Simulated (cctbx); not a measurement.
## Reading a Patterson map

Space group P6_3mc (no. 186), a = 3.8930 Å, b = 3.8930 Å, c = 32.5490 Å, α = 90.00°, β = 90.00°, γ = 120.00°, content Te10 Zn6 Fe4.

Simulated single-crystal data (cctbx): Cu Kα, λ = 1.54184 Å, to d = 0.83 Å, 80 % of the full sphere, strongest reflection 70000 counts, noise from counting, a 3 % proportional error and a noise floor of 4 counts (s.d.); no absorption.

Patterson synthesis from sharpened amplitudes, origin scaled to 1000:

```text
Patterson group P 6/m m m
      u       v       w   height  length (A)
  0.000   0.000   0.000   1000.0     0.00
  0.000   0.000   0.300    582.7     9.78
  0.333   0.667   0.100    462.8     3.95
  0.000   0.000   0.500    385.4    16.27
  0.333   0.667   0.400    367.2    13.22
  0.333   0.667   0.201    352.2     6.90
  0.000   0.000   0.075    344.8     2.44
  0.333   0.667   0.500    245.2    16.43
  0.000   0.000   0.225    197.5     7.32
  0.000   0.000   0.379    181.3    12.35
  0.000   0.000   0.196    173.3     6.39
  0.333   0.667   0.297    147.0     9.92
  0.333   0.667   0.023    144.1     2.37
  0.000   0.000   0.404    130.7    13.15
```

**Question.** Which atom pairs make the peaks, and where is the heaviest atom?

A peak at u stands for all pairs with xi − xj = u, with weight Σ ZiZj against Σ Z² = 35144 at the origin. Peak heights follow these weights only roughly, since form factors, motion and series ripples differ, all vectors within 0.55 Å of a peak are counted as merged into it though the farther ones add only part of their weight, and F(000) is left out, which lowers the whole map:

| u | v | w | shortest length (Å) | height | 1000 ΣZiZj/ΣZ² | pairs in the cell |
| --- | --- | --- | --- | --- | --- | --- |
| 0.000 | 0.000 | 0.300 | 9.76 | 583 | 602 | 6 × Te–Te, 4 × Zn–Fe, 2 × Zn–Zn |
| 0.333 | 0.667 | 0.100 | 3.95 | 463 | 499 | 5 × Te–Te, 4 × Zn–Fe, 1 × Zn–Zn |
| 0.000 | 0.000 | 0.500 | 16.27 | 385 | 397 | 4 × Te–Te, 2 × Zn–Zn, 2 × Fe–Fe |
| 0.333 | 0.667 | 0.400 | 13.21 | 367 | 400 | 4 × Te–Te, 3 × Zn–Fe, 1 × Zn–Zn |
| 0.333 | 0.667 | 0.201 | 6.92 | 352 | 400 | 4 × Te–Te, 2 × Zn–Zn, 1 × Zn–Fe, 1 × Fe–Fe |
| 0.000 | 0.000 | 0.075 | 2.44 | 345 | 420 | 6 × Te–Zn, 4 × Te–Fe |
| 0.333 | 0.667 | 0.500 | 16.43 | 245 | 301 | 3 × Te–Te, 2 × Zn–Zn, 1 × Fe–Fe |
| 0.000 | 0.000 | 0.225 | 7.32 | 198 | 254 | 4 × Te–Zn, 2 × Te–Fe |
| 0.000 | 0.000 | 0.379 | 12.34 | 181 | 254 | 4 × Te–Zn, 2 × Te–Fe |
| 0.000 | 0.000 | 0.196 | 6.38 | 173 | 198 | 2 × Te–Te, 2 × Zn–Fe |

The table stops at ten peaks or at a height of 45, below which ripples compete. In the model behind the data Te, the heaviest element, has 5 independent sites: (2/3, 1/3, 0.2749), (2/3, 1/3, 0.9745), (2/3, 1/3, 0.6747), (0, 0, 0.8744) and (0, 0, 0.5740), up to an allowed shift of origin; the Te–Te vectors are differences of these positions and their symmetry mates. The whole model:

| atom | mult. | x | y | z | Ueq (Å²) |
| --- | --- | --- | --- | --- | --- |
| Te1 | 2 | 2/3 | 1/3 | 0.2749 | 0.0175 |
| Te2 | 2 | 2/3 | 1/3 | 0.9745 | 0.0106 |
| Te3 | 2 | 2/3 | 1/3 | 0.6747 | 0.0126 |
| Te4 | 2 | 0 | 0 | 0.8744 | 0.0097 |
| Te5 | 2 | 0 | 0 | 0.5740 | 0.0132 |
| Zn1 | 2 | 2/3 | 1/3 | 0.8990 | 0.0135 |
| Zn2 | 2 | 2/3 | 1/3 | 0.6001 | 0.0256 |
| Zn3 | 2 | 0 | 0 | 0.7991 | 0.0160 |
| Fe1 | 2 | 2/3 | 1/3 | 0.2006 | 0.0133 |
| Fe2 | 2 | 0 | 0 | 0.4992 | 0.0132 |

The model is made up (kin elements in a known structure type, no relaxation), so it says nothing on whether the phase exists.

[Logs are printed without paths, hosts, clocks, repeated set-up lines and the standing remarks that a program may print on its own settings, such as how far it seeks lower states.]
